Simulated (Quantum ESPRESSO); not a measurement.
# AlN (F-43m): from the cell to the phonon bands, part 2 of 3

Wanted: phonon bands, density of states and zone-centre response of AlN (F-43m).

Quantum ESPRESSO 7.5; DFT LDA, scalar-relativistic, plane waves, PseudoDojo norm-conserving pseudopotentials.

So far. Step 2 (A first look): A gap of 3.3 eV opens on this mesh, so the crystal is taken as an insulator; the start stands at -4.8 GPa. Step 4 (Self-consistent run for the response): The cell stands at 0.012 GPa, close enough for phonons. The relaxed cell has a = 4.333 Å (conventional setting).

**5. Linear response on the mesh**

Linear response treats each wavevector in the unit cell, with no supercell; the 4×4×4 mesh fixes the range of the force constants to be had.

ph.in

```
phonons
 &inputph
    prefix='x',
    outdir='./tmp',
    fildyn='x.dyn',
    tr2_ph=1.0d-18,
    epsil=.true.,
    ldisp=.true.,
    nq1=4,
    nq2=4,
    nq3=4,
 /
```

Started as:

```console
> OMP_NUM_THREADS=1 mpirun -n 4 ph.x -nk 4 -in ph.in > ph.out
```

Numbers of over 12 decimals in the logs are rounded to 6 here.

Log:

```text
[banners, grids, parts of the stress and lines that vanish by symmetry left out]
[banner, memory and clock lines left out]
Program PHONON v.7.5

[...]
Exchange-correlation= PW
                           (   1   4   0   0   0   0   0)
[...]
(   8 q-points):
[...]
kinetic-energy cut-off    =      84.0000  Ry
     charge density cut-off    =     336.0000  Ry
     convergence threshold     =      1.0E-18
[...]
Exchange-correlation= PW
                           (   1   4   0   0   0   0   0)
[...]
q = (   0.0000000   0.0000000   0.0000000 )
     25 Sym.Ops. (with q -> -q+G )
     G cutoff =  570.6307  (  14211 G-vectors)     FFT grid: ( 36, 36, 36)
     number of k points=    29
[...]
Mode symmetry, T_d (-43m)  point group:
[...]
Dielectric constant
[...]
End of electric fields calculation
          Dielectric constant in cartesian axis
          (       4.500014775       0.000000000       0.000000000 )
          (       0.000000000       4.500014775       0.000000000 )
          (       0.000000000       0.000000000       4.500014775 )
          Effective charges (d Force / dE) in cartesian axis without acoustic sum rule applied (asr)
           atom    1  Al    Mean Z*:        2.52838
      Ex  (        2.52838       -0.00000        0.00000 )
      Ey  (       -0.00000        2.52838       -0.00000 )
      Ez  (        0.00000       -0.00000        2.52838 )
           atom    2  N     Mean Z*:       -2.53146
      Ex  (       -2.53146       -0.00000        0.00000 )
      Ey  (       -0.00000       -2.53146        0.00000 )
      Ez  (        0.00000        0.00000       -2.53146 )
          Effective charges Sum: Mean:       -0.00308
[...]
Effective charges (d Force / dE) in cartesian axis with asr applied:
           atom    1  Al    Mean Z*:        2.52992
[...]
atom    2  N     Mean Z*:       -2.52992
[...]
Representation #   1 modes #   1   2   3
[...]
End of self-consistent calculation
     Convergence has been achieved
     Representation #   2 modes #   4   5   6
[...]
End of self-consistent calculation
     Convergence has been achieved
[...]
Dielectric constant in cartesian axis
          (       4.500014775       0.000000000       0.000000000 )
          (       0.000000000       4.500014775       0.000000000 )
          (       0.000000000       0.000000000       4.500014775 )
          Effective charges (d Force / dE) in cartesian axis without acoustic sum rule applied (asr)
           atom    1  Al    Mean Z*:        2.52838
      Ex  (        2.52838       -0.00000        0.00000 )
      Ey  (       -0.00000        2.52838       -0.00000 )
      Ez  (        0.00000       -0.00000        2.52838 )
           atom    2  N     Mean Z*:       -2.53146
      Ex  (       -2.53146       -0.00000        0.00000 )
      Ey  (       -0.00000       -2.53146        0.00000 )
      Ez  (        0.00000        0.00000       -2.53146 )
          Effective charges Sum: Mean:       -0.00308
[...]
Effective charges (d Force / dE) in cartesian axis with asr applied:
           atom    1  Al    Mean Z*:        2.52992
[...]
atom    2  N     Mean Z*:       -2.52992
[...]
Effective charges (d P / du) in cartesian axis
[...]
q = (    0.000000000   0.000000000   0.000000000 )
[...]
freq (    1) =      -0.057336 [THz] =      -1.912519 [cm-1]
     freq (    2) =      -0.057336 [THz] =      -1.912519 [cm-1]
     freq (    3) =      -0.057336 [THz] =      -1.912519 [cm-1]
     freq (    4) =      20.070944 [THz] =     669.494635 [cm-1]
     freq (    5) =      20.070944 [THz] =     669.494635 [cm-1]
     freq (    6) =      20.070944 [THz] =     669.494635 [cm-1]
[...]
Mode symmetry, T_d (-43m)  point group:
     freq (   1-   3) =         -1.9  [cm-1]   --> T_2  G_15 P_4   I+R
     freq (   4-   6) =        669.5  [cm-1]   --> T_2  G_15 P_4   I+R
[...]
Mode symmetry, C_3v (3m)   point group:
[...]
Representation #   1 mode #   1
[...]
End of self-consistent calculation
     Convergence has been achieved
     Representation #   2 mode #   2
[...]
End of self-consistent calculation
     Convergence has been achieved
     Representation #   3 modes #   3   4
[...]
Convergence has been achieved
     Representation #   4 modes #   5   6
[...]
Convergence has been achieved
[...]
q = (   -0.250000000   0.250000000  -0.250000000 )
[...]
freq (    1) =       4.959241 [THz] =     165.422463 [cm-1]
     freq (    2) =       4.959241 [THz] =     165.422463 [cm-1]
     freq (    3) =      11.133171 [THz] =     371.362619 [cm-1]
     freq (    4) =      19.959409 [THz] =     665.774232 [cm-1]
     freq (    5) =      19.959409 [THz] =     665.774232 [cm-1]
     freq (    6) =      25.438419 [THz] =     848.534319 [cm-1]
[...]
Mode symmetry, C_3v (3m)   point group:
     freq (   1-   2) =        165.4  [cm-1]   --> E    L_3
     freq (   3-   3) =        371.4  [cm-1]   --> A_1  L_1
     freq (   4-   5) =        665.8  [cm-1]   --> E    L_3
     freq (   6-   6) =        848.5  [cm-1]   --> A_1  L_1
[...]
Mode symmetry, C_3v (3m)   point group:
[...]
Representation #   1 mode #   1
[...]
Convergence has been achieved
     Representation #   2 mode #   2
[...]
Convergence has been achieved
     Representation #   3 modes #   3   4
[...]
Convergence has been achieved
     Representation #   4 modes #   5   6
[...]
Convergence has been achieved
[...]
q = (    0.500000000  -0.500000000   0.500000000 )
[...]
freq (    1) =       6.851551 [THz] =     228.543150 [cm-1]
     freq (    2) =       6.851551 [THz] =     228.543150 [cm-1]
[...]
Mode symmetry, C_3v (3m)   point group:
     freq (   1-   2) =        228.5  [cm-1]   --> E    L_3
     freq (   3-   3) =        584.8  [cm-1]   --> A_1  L_1
     freq (   4-   5) =        660.6  [cm-1]   --> E    L_3
     freq (   6-   6) =        739.4  [cm-1]   --> A_1  L_1
[...]
Mode symmetry, C_2v (mm2)  point group:
[...]
Convergence has been achieved
[...]
Convergence has been achieved
[...]
Convergence has been achieved
[...]
Convergence has been achieved
[...]
q = (    0.000000000   0.500000000   0.000000000 )
[...]
Mode symmetry, C_2v (mm2)  point group:
     freq (   1-   1) =        249.7  [cm-1]   --> B_1  D_3  S_3
     freq (   2-   2) =        249.7  [cm-1]   --> B_2  D_4  S_4
     freq (   3-   3) =        352.2  [cm-1]   --> A_1  D_1  S_1
     freq (   4-   4) =        674.5  [cm-1]   --> B_1  D_3  S_3
     freq (   5-   5) =        674.5  [cm-1]   --> B_2  D_4  S_4
     freq (   6-   6) =        849.8  [cm-1]   --> A_1  D_1  S_1
[...]
Mode symmetry, C_s (m)     point group:
[...]
q = (    0.750000000  -0.250000000   0.750000000 )
[...]
Mode symmetry, C_s (m)     point group:
     freq (   1-   1) =        297.2  [cm-1]   --> A''
     freq (   2-   2) =        367.2  [cm-1]   --> A'
     freq (   3-   3) =        512.8  [cm-1]   --> A'
     freq (   4-   4) =        668.0  [cm-1]   --> A''
     freq (   5-   5) =        687.7  [cm-1]   --> A'
     freq (   6-   6) =        750.3  [cm-1]   --> A'
[...]
Mode symmetry, C_s (m)     point group:
[...]
q = (    0.500000000   0.000000000   0.500000000 )
[...]
Mode symmetry, C_s (m)     point group:
     freq (   1-   1) =        242.2  [cm-1]   --> A''
     freq (   2-   2) =        366.0  [cm-1]   --> A'
     freq (   3-   3) =        461.0  [cm-1]   --> A'
     freq (   4-   4) =        658.6  [cm-1]   --> A''
     freq (   5-   5) =        694.3  [cm-1]   --> A'
     freq (   6-   6) =        775.9  [cm-1]   --> A'
[...]
Mode symmetry, D_2d (-42m) point group:
[...]
Representation #   3 modes #   3   4
[...]
Convergence has been achieved
     Representation #   4 modes #   5   6
[...]
Convergence has been achieved
[...]
q = (    0.000000000  -1.000000000   0.000000000 )
[...]
freq (    5) =      20.239887 [THz] =     675.129951 [cm-1]
     freq (    6) =      21.672703 [THz] =     722.923561 [cm-1]
[...]
Mode symmetry, D_2d (-42m) point group:
     freq (   1-   2) =        341.0  [cm-1]   --> E    X_5  W_3
     freq (   3-   3) =        591.8  [cm-1]   --> B_2  X_3  W_2
     freq (   4-   5) =        675.1  [cm-1]   --> E    X_5  W_3
     freq (   6-   6) =        722.9  [cm-1]   --> A_1  X_1  W_1
[...]
Mode symmetry, S_4 (-4)    point group:
[...]
Convergence has been achieved
[...]
Convergence has been achieved
[...]
Convergence has been achieved
[...]
Convergence has been achieved
     Representation #   5 mode #   5
[...]
End of self-consistent calculation
     Convergence has been achieved
     Representation #   6 mode #   6
[...]
End of self-consistent calculation
     Convergence has been achieved
[...]
q = (   -0.500000000  -1.000000000   0.000000000 )
[...]
freq (    1) =      11.285735 [THz] =     376.451614 [cm-1]
     freq (    2) =      12.666795 [THz] =     422.518790 [cm-1]
     freq (    3) =      15.367545 [THz] =     512.606121 [cm-1]
     freq (    4) =      19.903670 [THz] =     663.914972 [cm-1]
     freq (    5) =      20.390486 [THz] =     680.153394 [cm-1]
     freq (    6) =      21.955595 [THz] =     732.359808 [cm-1]
[...]
Mode symmetry, S_4 (-4)    point group:
     freq (   1-   1) =        376.5  [cm-1]   --> B    W_3
     freq (   2-   2) =        422.5  [cm-1]   --> E    W_4
     freq (   3-   3) =        512.6  [cm-1]   --> E*   W_2
     freq (   4-   4) =        663.9  [cm-1]   --> A    W_1
     freq (   5-   5) =        680.2  [cm-1]   --> E    W_4
     freq (   6-   6) =        732.4  [cm-1]   --> B    W_3
```

Run time: 4.2 min. Hardware: 4 MPI ranks of AMD EPYC 9B45 (Zen 5), shared host.

This step gave:

```
miss of the charge sum rule                                        : 0.003080 e
largest acoustic frequency at the zone centre before the sum rule  : -1.91 cm⁻¹
highest optical zone-centre mode (no LO-TO term)                   : 669.5 cm⁻¹
lowest optical zone-centre mode                                    : 669.5 cm⁻¹
mean high-frequency dielectric constant                            : 4.5
largest Born charge in size (third of the trace)                   : 2.531 e
lowest mode on the q mesh (acoustic ones at the zone centre apart) : 165.4 cm⁻¹
```

Frequencies (cm⁻¹) at each irreducible wavevector; negative means imaginary. Frequencies by wavevector:

| q (fractions) | star | mode 1 | mode 2 | mode 3 | mode 4 | mode 5 | mode 6 |
| --- | --- | --- | --- | --- | --- | --- | --- |
| 0 0 0 | 1 | -1.91 | -1.91 | -1.91 | 669.5 | 669.5 | 669.5 |
| 0 0 0.25 | 8 | 165.4 | 165.4 | 371.4 | 665.8 | 665.8 | 848.5 |
| 0 0 -0.5 | 4 | 228.5 | 228.5 | 584.8 | 660.6 | 660.6 | 739.4 |
| 0 0.25 0.25 | 6 | 249.7 | 249.7 | 352.2 | 674.5 | 674.5 | 849.8 |
| 0 0.25 -0.5 | 24 | 297.2 | 367.2 | 512.8 | 668 | 687.7 | 750.3 |
| 0 0.25 -0.25 | 12 | 242.2 | 366 | 461 | 658.6 | 694.3 | 775.9 |
| 0 -0.5 -0.5 | 3 | 341 | 341 | 591.8 | 675.1 | 675.1 | 722.9 |
| 0.25 -0.5 -0.25 | 6 | 376.4 | 422.5 | 512.6 | 663.9 | 680.1 | 732.4 |

Born charge (rows field, columns displacement), before the sum rule (e), principal values of the symmetric part by kind of site:

| atom | atoms with these values | low | middle | high | mean |
| --- | --- | --- | --- | --- | --- |
| Al1 | 1 | 2.53 | 2.53 | 2.53 | 2.53 |
| N2 | 1 | -2.53 | -2.53 | -2.53 | -2.53 |

In full for N2:

```
-2.53  0.00  0.00
 0.00 -2.53  0.00
 0.00  0.00 -2.53
```

High-frequency dielectric tensor:

```
4.50 0.00 0.00
0.00 4.50 0.00
0.00 0.00 4.50
```

The acoustic modes at Γ come out as far as 1.9 cm⁻¹ from zero, where they should vanish, a small numerical error; the Born charges miss their sum rule by 0.0031 e, which is good.

**6. Force constants in real space**

The dynamical matrices of the mesh are Fourier-transformed to force constants in real space, after the long-range dipole part is taken out.

q2r.in

```
 &input
    fildyn='x.dyn',
    zasr='simple',
    flfrc='x.fc',
 /
```

Started as:

```console
> q2r.x < q2r.in > q2r.out
```

Log:

```text
[banners, grids, parts of the stress and lines that vanish by symmetry left out]
[banner, memory and clock lines left out]
Program Q2R v.7.5

  reading grid info from file x.dyn0

  reading force constants from file x.dyn1
 macroscopic fields = T
   4.50001   0.00000   0.00000
   0.00000   4.50001   0.00000
[...]
na=            1
[...]
na=            2
[...]
-0.00000  -2.53146   0.00000
   0.00000   0.00000  -2.53146
  alpha Ewald:    1.698306
  nqs=            1
 q=   0.00000000  0.00000000  0.00000000
  reading force constants from file x.dyn2
  alpha Ewald:    1.698306
  nqs=            8
 q=  -0.25000000  0.25000000 -0.25000000
[...]
reading force constants from file x.dyn7
  alpha Ewald:    1.698306
  nqs=            3
[...]
reading force constants from file x.dyn8
  alpha Ewald:    1.698306
  nqs=            6
[...]
q=   0.00000000 -0.50000000 -1.00000000
 q=   0.00000000  0.50000000 -1.00000000

      q-space grid ok, #points =   64

      fft-check success (sum of imaginary terms < 10^-12)
```

Wall time 0.59 s (1 thread).

**7. Dispersion**

From the force constants any wavevector is cheap; points of the mesh come back as solved, but for the sum rule and, in polar crystals, the LO-TO term at Γ; the rest is interpolation.

matdyn.in

```
 &input
    asr='simple',
    flfrc='x.fc',
    flfrq='x.freq',
    flvec='x.modes',
    q_in_band_form=.true.,
    q_in_cryst_coord=.true.,
 /
8
  0.0000000   0.0000000   0.0000000  12  ! GAMMA
 -0.0000000   0.5000000   0.5000000  12  ! X
 -0.0000000   0.6250000   0.3750000   1  ! U
 -0.3750000   0.3750000   0.0000000  12  ! K
  0.0000000   0.0000000   0.0000000  12  ! GAMMA
  0.0000000   0.5000000   0.0000000  12  ! L
 -0.2500000   0.5000000   0.2500000  12  ! W
 -0.0000000   0.5000000   0.5000000   1  ! X
```

Started as:

```console
> matdyn.x -in matdyn.in > matdyn.out
```

Log:

```text
[banner, memory and clock lines left out]
Program MATDYN v.7.5

 mass for atomic type   1 not given; uses mass from file x.fc
 mass for atomic type   2 not given; uses mass from file x.fc
```

It took 0.57 s on 1 thread.

This step gave:

```
lowest frequency on the path : 0 cm⁻¹
```

Matdyn.x, sum rule simple. Phonon branches along the path, in cm⁻¹:

| point | branch 1 | branch 2 | branch 3 | branch 4 | branch 5 | branch 6 |
| --- | --- | --- | --- | --- | --- | --- |
| Γ | 0 | 0 | 0 | 670 | 670 | 906 |
| halfway | 250 | 250 | 352 | 674 | 674 | 850 |
| X | 341 | 341 | 592 | 675 | 675 | 723 |
| halfway | 335 | 371 | 575 | 673 | 675 | 727 |
| U | 317 | 423 | 534 | 667 | 676 | 736 |
| jump to K | 317 | 423 | 534 | 667 | 676 | 736 |
| halfway | 185 | 292 | 387 | 662 | 685 | 822 |
| Γ | 0 | 0 | 0 | 670 | 670 | 906 |
| halfway | 165 | 165 | 371 | 666 | 666 | 848 |
| L | 229 | 229 | 585 | 661 | 661 | 739 |
| halfway | 291 | 356 | 538 | 665 | 684 | 738 |
| W | 376 | 422 | 513 | 664 | 680 | 732 |
| halfway | 358 | 374 | 560 | 669 | 678 | 728 |
| X | 341 | 341 | 592 | 675 | 675 | 723 |

The phonon branches as a text plot (rows in cm⁻¹):

```
    887 |*****                     ********
    850 |     ***                **        **
    812 |        *             **            **
    774 |         **         **                **
    736 |           *********                    ****************
    699 |                 *******                    ***  **
    661 |********************************************************
    623 |
    585 |           ****                         ****         ***
    548 |          *    **                      *    **     **
    510 |         *       ***                  *       *****
    472 |        *           **               *
    434 |                ****  *             *           ***
    397 |       *       *    *  *                      **   **
    359 |      *     ***      *             *         * *********
    321 |        **** ******   * *         *         * *
    283 |     * *           **  * *                 ***
    245 |    * *              *  *        *      ****
    208 |     *                *  **     *    ***
    170 |   **                  ** *        **
    132 |  **                     * *   * **
     94 |  *                       ****  *
     57 | *                         *** *
     19 |*                           ***
         Γ           X  U|K            Γ         L        W     X
```

All branches are real along the path.

**8. Sums over the zone**

Sums over the zone need many more wavevectors than were solved, so the interpolation is sampled on a dense mesh.

matdyn.in

```
 &input
    asr='simple',
    flfrc='x.fc',
    dos=.true.,
    fldos='x.dos',
    nk1=18,
    nk2=18,
    nk3=18,
    deltaE=1.0,
 /
```

Started as:

```console
> matdyn.x -in matdyn.in > matdyn.out
```

Log:

```text
[banner, memory and clock lines left out]
Program MATDYN v.7.5

 mass for atomic type   1 not given; uses mass from file x.fc
 mass for atomic type   2 not given; uses mass from file x.fc
```

Wall time 8.7 s (1 thread).

Read from the output:

| Quantity | Value |
| --- | --- |
| share of modes beyond 3i cm⁻¹ on the dense interpolated mesh | 0 |
| zero-point energy per atom | 98.67 meV |
| heat capacity at 300 K | 14.96 J/(mol atoms K) |
| vibrational entropy at 300 K | 10.05 J/(mol atoms K) |

The phonon density of states has structure finer than the step of the table below, so its rows give means over 20 cm⁻¹, whole bins alone (the curve runs from 0 to 906 cm⁻¹). Peaks (cm⁻¹: height): total 336.0: 0.0130, 516.0: 0.0141, 672.0: 0.0812, 738.0: 0.0256; Al 336.0: 0.0102, 516.0: 0.0129, 672.0: 0.0207, 738.0: 0.00256; N 672.0: 0.0606, 738.0: 0.0231.

Tetrahedra. Phonon density of states against wavenumber; means over each step; values in 1/cm⁻¹/cell:

| wavenumber (cm⁻¹) | total | Al | N |
| --- | --- | --- | --- |
| 20 | 1.4e-5 | 9.0e-6 | 4.5e-6 |
| 40 | 7.8e-5 | 5.1e-5 | 2.7e-5 |
| 60 | 2.3e-4 | 1.5e-4 | 8.0e-5 |
| 80 | 4.5e-4 | 2.9e-4 | 1.5e-4 |
| 100 | 7.4e-4 | 4.9e-4 | 2.5e-4 |
| 120 | 0.00109 | 7.3e-4 | 3.6e-4 |
| 140 | 0.00153 | 0.00103 | 5.0e-4 |
| 160 | 0.00212 | 0.00144 | 6.7e-4 |
| 180 | 0.00284 | 0.00195 | 8.9e-4 |
| 200 | 0.00389 | 0.00270 | 0.00119 |
| 220 | 0.00584 | 0.00411 | 0.00173 |
| 240 | 0.00860 | 0.00613 | 0.00247 |
| 260 | 0.00936 | 0.00678 | 0.00258 |
| 280 | 0.0100 | 0.00741 | 0.00262 |
| 300 | 0.0109 | 0.00820 | 0.00267 |
| 320 | 0.0118 | 0.00912 | 0.00270 |
| 340 | 0.0121 | 0.00952 | 0.00254 |
| 360 | 0.00878 | 0.00702 | 0.00176 |
| 380 | 0.00715 | 0.00573 | 0.00142 |
| 400 | 0.00724 | 0.00587 | 0.00137 |
| 420 | 0.00607 | 0.00491 | 0.00115 |
| 440 | 0.00254 | 0.00188 | 6.6e-4 |
| 460 | 0.00310 | 0.00235 | 7.6e-4 |
| 480 | 0.00416 | 0.00328 | 8.8e-4 |
| 500 | 0.00685 | 0.00581 | 0.00104 |
| 520 | 0.0123 | 0.0112 | 0.00105 |
| 540 | 0.00632 | 0.00583 | 4.8e-4 |
| 560 | 0.00313 | 0.00294 | 1.9e-4 |
| 580 | 8.5e-4 | 8.2e-4 | 2.8e-5 |
| 600 | 6.0e-6 | 6.0e-6 | 0 |
| 620 | 0 | 0 | 0 |
| 640 | 0 | 0 | 0 |
| 660 | 0.0362 | 0.00963 | 0.0266 |
| 680 | 0.0601 | 0.0131 | 0.0470 |
| 700 | 0.00286 | 5.7e-4 | 0.00229 |
| 720 | 0.00114 | 9.0e-5 | 0.00105 |
| 740 | 0.0185 | 0.00182 | 0.0166 |
| 760 | 0.00904 | 0.00128 | 0.00776 |
| 780 | 0.00577 | 0.00114 | 0.00464 |
| 800 | 0.00450 | 0.00107 | 0.00342 |
| 820 | 0.00367 | 1.0e-3 | 0.00267 |
| 840 | 0.00299 | 8.9e-4 | 0.00210 |
| 860 | 0.00233 | 7.3e-4 | 0.00159 |
| 880 | 0.00157 | 5.2e-4 | 0.00106 |

Harmonic thermodynamic functions per atom, summed over the density of states scaled to three modes an atom; melting is ignored. Thermodynamic functions:

| T (K) | F_vib (meV/atom) | S (J/mol-atom/K) | C_V (J/mol-atom/K) |
| --- | --- | --- | --- |
| 0 | 98.67 | 0 | 0 |
| 50 | 98.66 | 0.118 | 0.405 |
| 100 | 98.4 | 1.045 | 2.842 |
| 200 | 95.4 | 5.071 | 9.578 |
| 300 | 87.58 | 10.05 | 14.96 |
| 400 | 74.64 | 14.85 | 18.29 |
| 500 | 56.97 | 19.16 | 20.3 |
| 600 | 35.09 | 22.98 | 21.55 |
| 700 | 9.49 | 26.37 | 22.37 |
| 800 | -19.44 | 29.39 | 22.93 |
| 900 | -51.34 | 32.12 | 23.33 |
| 1000 | -85.93 | 34.59 | 23.62 |

At 300 K the heat capacity has reached 60 % of the Dulong-Petit value.

(Part 2 of 3 ends here.)

[Host names and launcher messages were left out of these logs when they were recorded.]

[Logs are printed without paths, hosts, clocks, repeated set-up lines and the standing remarks that a program may print on its own settings, such as how far it seeks lower states.]

[Hosts, paths, dates, database ids (printed as entryN), source tags and the programs' standing remarks are cut or masked in the printed files.]
